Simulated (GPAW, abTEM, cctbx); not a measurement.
# Zr3W: the scripts behind a bonding study

Short scripts, each with its output. The start was made by putting kin elements into a known structure type; the compound need not exist, or be stable, in this form.

## 1. Build the all-electron density and subtract free atoms

```text
cell
1.0
     0.000000000    3.445776025    3.445776025
     3.445776025    0.000000000    3.445776025
     3.445776025    3.445776025    0.000000000
W Zr
1 3
Direct
0.000000000 0.000000000 0.000000000
0.500000000 0.500000000 0.500000000
0.250000000 0.250000000 0.250000000
0.750000000 0.750000000 0.750000000
```

```python
import numpy as np
from ase.io import read
from ase.units import Bohr
from gpaw import GPAW, PW, FermiDirac
from gpaw.calculator import GPAW as OldGPAW
from gpaw.mpi import serial_comm, world
from scipy.special import erfc
from scipy.spatial import cKDTree

atoms = read("cell.vasp")
atoms.calc = GPAW(mode=PW(450), xc="PBE", kpts={"size": (6, 6, 6), "gamma": True},
                 occupations=FermiDirac(0.1), maxiter=120, symmetry={"tolerance": 1e-5}, txt="scf.txt")
atoms.get_potential_energy()
rho = atoms.calc.get_all_electron_density(gridrefinement=2)
moments = atoms.get_magnetic_moments() if atoms.calc.get_number_of_spins() == 2 else np.zeros(len(atoms))
total = atoms.get_magnetic_moment() if moments.any() else 0.0
if world.rank == 0:
    free = OldGPAW(mode=PW(450), xc="PBE", txt=None, communicator=serial_comm)
    neutral = atoms.copy()
    neutral.set_initial_magnetic_moments(None)
    free.initialize(neutral)
    free.set_positions(neutral)
    drho = rho - free.get_all_electron_density(gridrefinement=2)
    # GPAW starts from confined atoms: exchange their smooth part for that of the datasets' free atoms
    h = np.stack(np.meshgrid(*[np.fft.fftfreq(n, 1 / n) for n in drho.shape], indexing="ij"), -1)
    gabs = np.linalg.norm(h @ atoms.cell.reciprocal(), axis=-1)
    tails = np.fft.fftn(free.get_pseudo_density(gridrefinement=2))
    g, form, v0 = np.linspace(0, gabs.max(), 1500), {}, 0
    for e in set(atoms.symbols):
        idx = atoms.symbols.search(e)
        d = free.setups[idx[0]].data
        r, w = d.rgd.r_g * Bohr, d.rgd.r_g**2 * d.rgd.dr_g
        j0 = np.sinc(2 * g[:, None] * r)
        smooth = sum(f * p**2 for f, p in zip(d.f_j, d.phit_jg)) + np.sqrt(4 * np.pi) * d.nct_g
        full = sum(f * p**2 for f, p in zip(d.f_j, d.phi_jg)) + np.sqrt(4 * np.pi) * d.nc_g
        phase = sum(np.exp(-2j * np.pi * h @ s) for s in atoms.get_scaled_positions()[idx])
        tails -= np.interp(gabs, g, j0 @ (smooth * w)) * phase * drho.size / atoms.get_volume()
        form[e] = j0 @ (full * w)
        v0 += 2 * np.pi / 3 * 14.3996 * (full * w * r**2).sum() * len(idx)  # V A^3
    tails *= 0.5 * erfc((gabs - 1.8) / 0.25)  # the tails differ at long wavelengths alone
    drho += np.fft.ifftn(tails).real  # crystal minus superposed spherical free atoms
    np.save("drho.npy", drho)
    dv = atoms.get_volume() / drho.size
    print("grid", drho.shape, " electrons %.3f" % (rho.sum() * dv), " moved by bonding %.3f e" % (abs(drho).sum() * dv / 2))
    pts = np.indices(drho.shape).reshape(3, -1).T / drho.shape @ atoms.cell
    shifts = (np.indices((3, 3, 3)).reshape(3, -1).T - 1) @ atoms.cell
    images = (atoms.positions[None] + shifts[:, None]).reshape(-1, 3)
    dist, idx = cKDTree(images).query(pts, k=4)
    out = drho.ravel()[dist[:, 0] > 0.5]
    print("deformation density beyond 0.5 A of the nuclei: max %.3f, min %.3f e/A^3" % (out.max(), out.min()))
    tie = dist < dist[:, :1] + 1e-4
    q = -np.bincount((idx % len(atoms))[tie], (drho.ravel()[:, None] / tie.sum(1, keepdims=True) * tie)[tie], len(atoms)) * dv
    print("atom        x       y       z   Voronoi charge  moment")
    for a, s, c, m in zip(atoms, atoms.get_scaled_positions(), q, moments):
        print("%-2s%-3d %7.4f %7.4f %7.4f %10.3f %10.2f" % (a.symbol, a.index + 1, *s, c, m))
    np.savez("free.npz", g=g, **form)
    print("mean inner potential of superposed free atoms %.3f V" % (v0 / atoms.get_volume()))
    print("total magnetic moment %.3f muB" % total)
```

```console
$ OMP_NUM_THREADS=1 mpirun -n 4 gpaw python run.py > gpaw.log
```

```text
grid (48, 48, 48)  electrons 194.000  moved by bonding 0.764 e
deformation density beyond 0.5 A of the nuclei: max 0.037, min -0.153 e/A^3
atom        x       y       z   Voronoi charge  moment
W 1    0.0000  0.0000  0.0000     -0.053       0.00
Zr2    0.5000  0.5000  0.5000      0.033       0.00
Zr3    0.2500  0.2500  0.2500      0.010       0.00
Zr4    0.7500  0.7500  0.7500      0.010       0.00
mean inner potential of superposed free atoms 27.621 V
total magnetic moment 0.000 muB
```

Time: 11 s on 4 cores of Intel(R) Xeon(R) Platinum 8488C (Sapphire Rapids) (shared host), peak memory 0.81 GiB.

## 2. Fourier-transform the difference

```python
from cctbx import adptbx, crystal, miller, xray
from cctbx.eltbx import tiny_pse
import numpy as np

cs = crystal.symmetry(unit_cell=(6.8916, 6.8916, 6.8916, 90, 90, 90), space_group_symbol='Hall: -F 4 2 3')  # Fm-3m
atoms = [  # label, site, U (iso, or U11 U22 U33 U12 U13 U23 in A^2), occupancy
    ("W1", (0, 0, 0), 0.0000, 1),
    ("Zr1", (0.5, 0, 0), 0.0000, 1),
    ("Zr2", (0.25, 0.75, 0.75), 0.0000, 1),
]
xs = xray.structure(crystal_symmetry=cs)
for label, site, u, occ in atoms:
    u = adptbx.u_cif_as_u_star(cs.unit_cell(), u) if isinstance(u, tuple) else u
    xs.add_scatterer(xray.scatterer(label, site=site, u=u, occupancy=occ))
xs.scattering_type_registry(table="wk1995")
drho = np.load("drho.npy")
T = np.array([[-1, 1, 1], [1, -1, 1], [1, 1, -1]])  # conventional axes in terms of the primitive ones
dF = np.fft.ifftn(drho) * 327.30386  # electrons a conventional cell, indexed by primitive hkl
ms = miller.build_set(cs, anomalous_flag=False, d_min=0.9).sort("resolution")
iam = ms.structure_factors_from_scatterers(xs, algorithm="direct").f_calc()
p1 = xs.expand_to_p1()
z = np.array([tiny_pse.table(sc.scattering_type).atomic_number() for sc in p1.scatterers()])
x = np.array(p1.sites_frac())
free = np.load("free.npz")
print("static structure factors of the conventional cell: F in electrons, V (Mott-Bethe) in volts")
print("   h  k  l      d  |F| table  |F| free   |F| DFT   change   |V| free  |V| DFT  change %")
for h, d, table in list(zip(ms.indices(), ms.d_spacings().data(), iam.data()))[:16]:
    df = dF[tuple(np.rint(np.linalg.solve(T, h)).astype(int))]
    phase = np.exp(2j * np.pi * x @ h)
    f = sum(np.interp(1 / d, free["g"], free[sc.scattering_type]) * p for sc, p in zip(p1.scatterers(), phase))
    fz = (z * phase).sum()
    c = 14.3996 * d * d / (np.pi * cs.unit_cell().volume())
    v0, v1 = abs(fz - f) * c, abs(fz - f - df) * c
    print("%4d%3d%3d %7.4f %9.3f %9.3f %9.3f %8.3f %9.3f %8.3f %8s" % (h + (d, abs(table), abs(f), abs(f + df), abs(f + df) - abs(f), v0, v1, "%.1f" % (100 * (v1 / v0 - 1)) if v0 > 0.02 else "-")))
```

```console
$ python run.py
```

```text
static structure factors of the conventional cell: F in electrons, V (Mott-Bethe) in volts
   h  k  l      d  |F| table  |F| free   |F| DFT   change   |V| free  |V| DFT  change %
   1  1  1  3.9789   131.893   131.635   131.718    0.083     0.968    0.949     -1.9
   0  2  0  3.4458   130.129   129.912   129.822   -0.089     1.012    1.027      1.5
   0  2  2  2.4365   622.070   621.446   619.795   -1.651    12.849   12.986      1.1
   1  3  1  2.0779   120.226   119.920   119.483   -0.437     0.972    0.999      2.7
   2  2  2  1.9894   119.103   118.751   118.421   -0.330     0.956    0.974      1.9
   0  4  0  1.7229   554.897   554.359   554.083   -0.276     9.213    9.225      0.1
   1  3  3  1.5810   112.087   111.577   111.737    0.160     0.855    0.849     -0.7
   0  4  2  1.5410   111.165   110.657   110.666    0.008     0.843    0.842     -0.0
   2  4  2  1.4067   508.307   508.433   508.938    0.506     7.415    7.401     -0.2
   3  3  3  1.3263   105.119   104.721   105.129    0.408     0.770    0.760     -1.3
   1  5  1  1.3263   105.119   104.721   104.612   -0.109     0.770    0.773      0.3
   0  4  4  1.2183   473.532   473.852   474.085    0.233     6.280    6.275     -0.1
   1  5  3  1.1649    99.024    98.794    98.937    0.143     0.707    0.704     -0.4
   2  4  4  1.1486    98.320    98.108    98.181    0.073     0.700    0.699     -0.2
   0  6  0  1.1486    98.320    98.108    98.029   -0.079     0.700    0.701      0.2
   0  6  2  1.0897   446.317   446.456   446.188   -0.268     5.479    5.484      0.1
```

Time: 0.25 s on 1 core of Intel(R) Xeon(R) Platinum 8488C (Sapphire Rapids) (shared host), peak memory 0.08 GiB.

## 3. Propagate a plane wave with and without the bonding term

```python
import abtem
import numpy as np
from ase.build import make_supercell
from ase.io import read

abtem.config.set({"dask.lazy": False, "fft": "fftw", "diagnostics.progress_bar": False})
M = [[1, 1, -1], [-2, 2, 0], [0, 0, 2]]  # rows: x, y and beam direction in the primitive cell's axes
unit = make_supercell(read("cell.vasp"), M)
unit.set_cell(list(unit.cell.lengths()) + [90, 90, 90], scale_atoms=True)
unit.positions[:, 2] += 0.6091  # keeps atomic planes off the slice boundaries
unit.wrap()
slab = unit * (1, 1, 42)
print(slab.get_chemical_formula(), "| box %.2f x %.2f x %.2f A" % tuple(slab.cell.lengths()))

# change of the potential by bonding, from the DFT deformation density (Poisson's equation term by term)
drho = np.load("drho.npy")
prim = read("cell.vasp")
h = np.stack(np.meshgrid(*[np.fft.fftfreq(n, 1 / n) for n in drho.shape], indexing="ij"), -1).reshape(-1, 3).astype(int)
g2 = ((h @ prim.cell.reciprocal()) ** 2).sum(1)
keep = (g2 > 0) & (g2 < 2.5**2)
shape = (197, 279, 56)
vg = np.zeros(shape, complex)
hm = h[keep] @ np.array(M).T
move = np.exp(-2j * np.pi * hm[:, 2] * (0.6091 / unit.cell[2, 2] - 0.5 / shape[2]))  # the same shift, sampled at mid-points
vg[tuple(hm.T % np.array(shape)[:, None])] = -14.3996 / np.pi * (np.fft.fftn(drho).ravel() / drho.size)[keep] / g2[keep] * move
dV = np.fft.ifftn(vg).real * vg.size
dV = dV.reshape(197, 279, 8, 7).mean(3) * unit.cell[2, 2] / 8  # V A, projected in each slice
dV = np.tile(dV.transpose(2, 0, 1), (42, 1, 1))


def build(atoms):
    p = abtem.Potential(atoms, gpts=(197, 279), slice_thickness=[slab.cell[2, 2] / 336] * 336,
                        parametrization="lobato", projection="infinite", exit_planes=24).build()
    p.array[:] += BONDING * dV
    return p


def potentials():
    yield build(slab)  # atoms at rest


for label, BONDING in (("IAM", 0.0), ("DFT", 1.0)):
    print("=====", label)
    potential = build(slab)
    print("grid", potential.gpts, "slices", potential.num_slices)
    thickness = potential.exit_thicknesses
    wave = abtem.PlaneWave(energy=200000)
    dp = np.mean([wave.multislice(p).diffraction_patterns(max_angle="valid").array for p in potentials()], axis=0)
    hkl = [(0, 0, 0), (1, -1, 1), (0, 0, 2), (2, -2, 0), (1, -1, 3), (2, -2, 2), (3, -3, 1)]
    nx, ny = dp.shape[-2:]
    print("intensity of each beam, fraction of the incident wave")
    print("  t (A)" + "".join("%9s" % " ".join(map(str, h)) for h in hkl) + "  diffuse    total")
    grid = np.zeros((nx, ny), bool)
    grid[nx // 2 % 1::1, ny // 2 % 1::1] = True
    for t, a in list(zip(thickness, dp))[1:]:
        idx = [np.rint(np.array(M) @ np.linalg.solve([[-1, 1, 1], [1, -1, 1], [1, 1, -1]], h)).astype(int) for h in hkl]
        print("%7.1f" % t + "".join("%9.5f" % a[nx // 2 + i[0] * 1, ny // 2 + i[1] * 1] for i in idx) + "%9.4f%9.4f" % (a[~grid].sum(), a.sum()))
```

```console
$ python run.py
```

```text
W336Zr1008 | box 6.89 x 9.75 x 409.34 A
===== IAM
grid (197, 279) slices 336
intensity of each beam, fraction of the incident wave
  t (A)    0 0 0   1 -1 1    0 0 2   2 -2 0   1 -1 3   2 -2 2   3 -3 1  diffuse    total
   29.2  0.69131  0.00097  0.00061  0.03689  0.00012  0.00038  0.00055   0.0000   0.9966
   58.5  0.45479  0.00360  0.00416  0.05377  0.00080  0.00297  0.00166   0.0000   0.9901
   87.7  0.50090  0.00314  0.00546  0.02860  0.00175  0.00263  0.00020   0.0000   0.9847
  117.0  0.60914  0.00060  0.00260  0.01342  0.00158  0.00034  0.00037   0.0000   0.9817
  146.2  0.45618  0.00155  0.00018  0.04668  0.00071  0.00056  0.00125   0.0000   0.9773
  175.4  0.27169  0.00583  0.00077  0.05088  0.00027  0.00121  0.00078   0.0000   0.9703
  204.7  0.32293  0.00920  0.00379  0.01592  0.00017  0.00068  0.00010   0.0000   0.9639
  233.9  0.37796  0.00760  0.00264  0.00811  0.00047  0.00021  0.00019   0.0000   0.9620
  263.1  0.30101  0.01183  0.00028  0.01635  0.00315  0.00131  0.00004   0.0000   0.9573
  292.4  0.23235  0.01478  0.00378  0.01110  0.00387  0.00081  0.00020   0.0000   0.9482
  321.6  0.29319  0.01307  0.00642  0.00167  0.00377  0.00009  0.00050   0.0000   0.9392
  350.9  0.30307  0.00708  0.00318  0.00078  0.00394  0.00069  0.00028   0.0000   0.9371
  380.1  0.24123  0.00804  0.00105  0.00489  0.00769  0.00093  0.00015   0.0000   0.9340
  409.3  0.23914  0.01054  0.00471  0.01338  0.00714  0.00016  0.00077   0.0000   0.9228
===== DFT
grid (197, 279) slices 336
intensity of each beam, fraction of the incident wave
  t (A)    0 0 0   1 -1 1    0 0 2   2 -2 0   1 -1 3   2 -2 2   3 -3 1  diffuse    total
   29.2  0.68997  0.00099  0.00061  0.03751  0.00011  0.00037  0.00055   0.0000   0.9966
   58.5  0.45364  0.00362  0.00415  0.05373  0.00084  0.00299  0.00166   0.0000   0.9901
   87.7  0.50083  0.00304  0.00547  0.02760  0.00181  0.00264  0.00019   0.0000   0.9847
  117.0  0.60641  0.00054  0.00264  0.01378  0.00152  0.00033  0.00039   0.0000   0.9817
  146.2  0.44892  0.00165  0.00019  0.04725  0.00064  0.00057  0.00127   0.0000   0.9772
  175.4  0.26730  0.00603  0.00078  0.04877  0.00027  0.00126  0.00077   0.0000   0.9701
  204.7  0.32160  0.00925  0.00388  0.01390  0.00020  0.00070  0.00009   0.0000   0.9637
  233.9  0.37334  0.00760  0.00265  0.00769  0.00044  0.00021  0.00020   0.0000   0.9618
  263.1  0.29367  0.01210  0.00032  0.01537  0.00326  0.00136  0.00004   0.0000   0.9569
  292.4  0.22831  0.01487  0.00396  0.00919  0.00411  0.00086  0.00021   0.0000   0.9477
  321.6  0.29177  0.01276  0.00663  0.00100  0.00398  0.00008  0.00053   0.0000   0.9386
  350.9  0.29988  0.00660  0.00314  0.00038  0.00413  0.00071  0.00031   0.0000   0.9366
  380.1  0.23815  0.00768  0.00122  0.00404  0.00814  0.00100  0.00015   0.0000   0.9332
  409.3  0.24005  0.00985  0.00518  0.01311  0.00751  0.00019  0.00080   0.0000   0.9218
```

Time: 14 s.

## 4. Rock the beam across one reflection

```python
import abtem
import numpy as np
from ase.build import make_supercell
from ase.io import read

abtem.config.set({"dask.lazy": False, "fft": "fftw", "diagnostics.progress_bar": False})
M = [[1, 1, -1], [-2, 2, 0], [0, 0, 2]]  # rows: x, y and beam direction in the primitive cell's axes
unit = make_supercell(read("cell.vasp"), M)
unit.set_cell(list(unit.cell.lengths()) + [90, 90, 90], scale_atoms=True)
unit.positions[:, 2] += 0.6091  # keeps atomic planes off the slice boundaries
unit.wrap()
slab = unit * (1, 1, 52)
print(slab.get_chemical_formula(), "| box %.2f x %.2f x %.2f A" % tuple(slab.cell.lengths()))

# change of the potential by bonding, from the DFT deformation density (Poisson's equation term by term)
drho = np.load("drho.npy")
prim = read("cell.vasp")
h = np.stack(np.meshgrid(*[np.fft.fftfreq(n, 1 / n) for n in drho.shape], indexing="ij"), -1).reshape(-1, 3).astype(int)
g2 = ((h @ prim.cell.reciprocal()) ** 2).sum(1)
keep = (g2 > 0) & (g2 < 2.5**2)
shape = (154, 217, 56)
vg = np.zeros(shape, complex)
hm = h[keep] @ np.array(M).T
move = np.exp(-2j * np.pi * hm[:, 2] * (0.6091 / unit.cell[2, 2] - 0.5 / shape[2]))  # the same shift, sampled at mid-points
vg[tuple(hm.T % np.array(shape)[:, None])] = -14.3996 / np.pi * (np.fft.fftn(drho).ravel() / drho.size)[keep] / g2[keep] * move
dV = np.fft.ifftn(vg).real * vg.size
dV = dV.reshape(154, 217, 8, 7).mean(3) * unit.cell[2, 2] / 8  # V A, projected in each slice
dV = np.tile(dV.transpose(2, 0, 1), (52, 1, 1))


def build(atoms):
    p = abtem.Potential(atoms, gpts=(154, 217), slice_thickness=[slab.cell[2, 2] / 416] * 416,
                        parametrization="lobato", projection="infinite", exit_planes=104).build()
    p.array[:] += BONDING * dV
    return p


def potentials():
    yield build(slab)  # atoms at rest


for label, BONDING in (("IAM", 0.0), ("DFT", 1.0)):
    print("=====", label)
    potential = build(slab)
    print("grid", potential.gpts, "slices", potential.num_slices)
    thickness = potential.exit_thicknesses
    h = np.array(M) @ np.linalg.solve(np.array([[-1, 1, 1], [1, -1, 1], [1, 1, -1]]), [1, -1, 1])
    ix, iy = round(h[0]) * 1, round(h[1]) * 1
    gxy = h[:2] / unit.cell.lengths()[:2]
    along = gxy / np.hypot(*gxy)
    across = np.array([-along[1], along[0]])
    bragg = 500 * abtem.PlaneWave(energy=200000).wavelength * np.hypot(*gxy)
    print("Bragg angle %.3f mrad; beam tilted 46 mrad off the zone axis across the row" % bragg)
    print("dark-field intensity of 1 -1 1 against tilt along the row, in Bragg angles")
    print("  t (A)" + "".join("%8.2f" % s for s in [0.2, 0.4, 0.6, 0.8, 1.0, 1.2, 1.4, 1.6, 1.8, 2.0, 2.2, 2.4, 2.6]))
    rows = []
    row = [(n * ix, n * iy) for n in range(-8, 9)]
    for s in [0.2, 0.4, 0.6, 0.8, 1.0, 1.2, 1.4, 1.6, 1.8, 2.0, 2.2, 2.4, 2.6]:
        tilt = -s * bragg * along + 46 * across
        dp = abtem.PlaneWave(energy=200000, tilt=tuple(tilt)).multislice(potential).diffraction_patterns(max_angle="valid").array
        rows.append(dp[:, dp.shape[1] // 2 + ix, dp.shape[2] // 2 + iy])
        if s == 1.0:
            cx, cy = dp.shape[1] // 2, dp.shape[2] // 2
            share = sum(dp[:, cx + i, cy + j] for i, j in row if abs(i) < cx and abs(j) < cy) / dp.sum(axis=(1, 2))
            total = dp.sum(axis=(1, 2))
    for t, a in list(zip(thickness, np.array(rows).T))[1:]:
        print("%7.1f" % t + "".join("%8.4f" % v for v in a))
    print("at the Bragg tilt, share in the row:", share[1:].round(3).tolist(), "total:", total[1:].round(3).tolist())
```

```console
$ python run.py
```

```text
W416Zr1248 | box 6.89 x 9.75 x 506.80 A
===== IAM
grid (154, 217) slices 416
Bragg angle 3.152 mrad; beam tilted 46 mrad off the zone axis across the row
dark-field intensity of 1 -1 1 against tilt along the row, in Bragg angles
  t (A)    0.20    0.40    0.60    0.80    1.00    1.20    1.40    1.60    1.80    2.00    2.20    2.40    2.60
  126.7  0.0068  0.0066  0.0064  0.0064  0.0064  0.0065  0.0065  0.0064  0.0064  0.0063  0.0062  0.0061  0.0059
  253.4  0.0144  0.0114  0.0123  0.0144  0.0168  0.0185  0.0197  0.0210  0.0225  0.0212  0.0186  0.0167  0.0156
  380.1  0.0092  0.0079  0.0187  0.0293  0.0327  0.0338  0.0378  0.0385  0.0378  0.0321  0.0257  0.0222  0.0212
  506.8  0.0029  0.0102  0.0348  0.0520  0.0469  0.0504  0.0561  0.0628  0.0542  0.0376  0.0265  0.0186  0.0174
at the Bragg tilt, share in the row: [0.7870000004768372, 0.7570000290870667, 0.7039999961853027, 0.6470000147819519] total: [0.9959999918937683, 0.9909999966621399, 0.9869999885559082, 0.984000027179718]
===== DFT
grid (154, 217) slices 416
Bragg angle 3.152 mrad; beam tilted 46 mrad off the zone axis across the row
dark-field intensity of 1 -1 1 against tilt along the row, in Bragg angles
  t (A)    0.20    0.40    0.60    0.80    1.00    1.20    1.40    1.60    1.80    2.00    2.20    2.40    2.60
  126.7  0.0067  0.0064  0.0063  0.0063  0.0063  0.0063  0.0063  0.0062  0.0062  0.0062  0.0061  0.0059  0.0058
  253.4  0.0142  0.0111  0.0119  0.0139  0.0163  0.0179  0.0191  0.0204  0.0219  0.0207  0.0181  0.0163  0.0152
  380.1  0.0091  0.0076  0.0180  0.0284  0.0316  0.0326  0.0367  0.0373  0.0367  0.0312  0.0250  0.0216  0.0207
  506.8  0.0030  0.0096  0.0334  0.0501  0.0453  0.0487  0.0543  0.0610  0.0528  0.0365  0.0258  0.0181  0.0170
at the Bragg tilt, share in the row: [0.7860000133514404, 0.7570000290870667, 0.703000009059906, 0.6470000147819519] total: [0.9959999918937683, 0.9909999966621399, 0.9869999885559082, 0.984000027179718]
```

Time: 36 s.

[Outputs are excerpts: Python notices, other lines and further rows are left out; steps that failed or that the build refused (PBEsol, TPSS) are not shown.]

[Logs are printed without paths, hosts, clocks, repeated set-up lines and the standing remarks that a program may print on its own settings, such as how far it seeks lower states.]
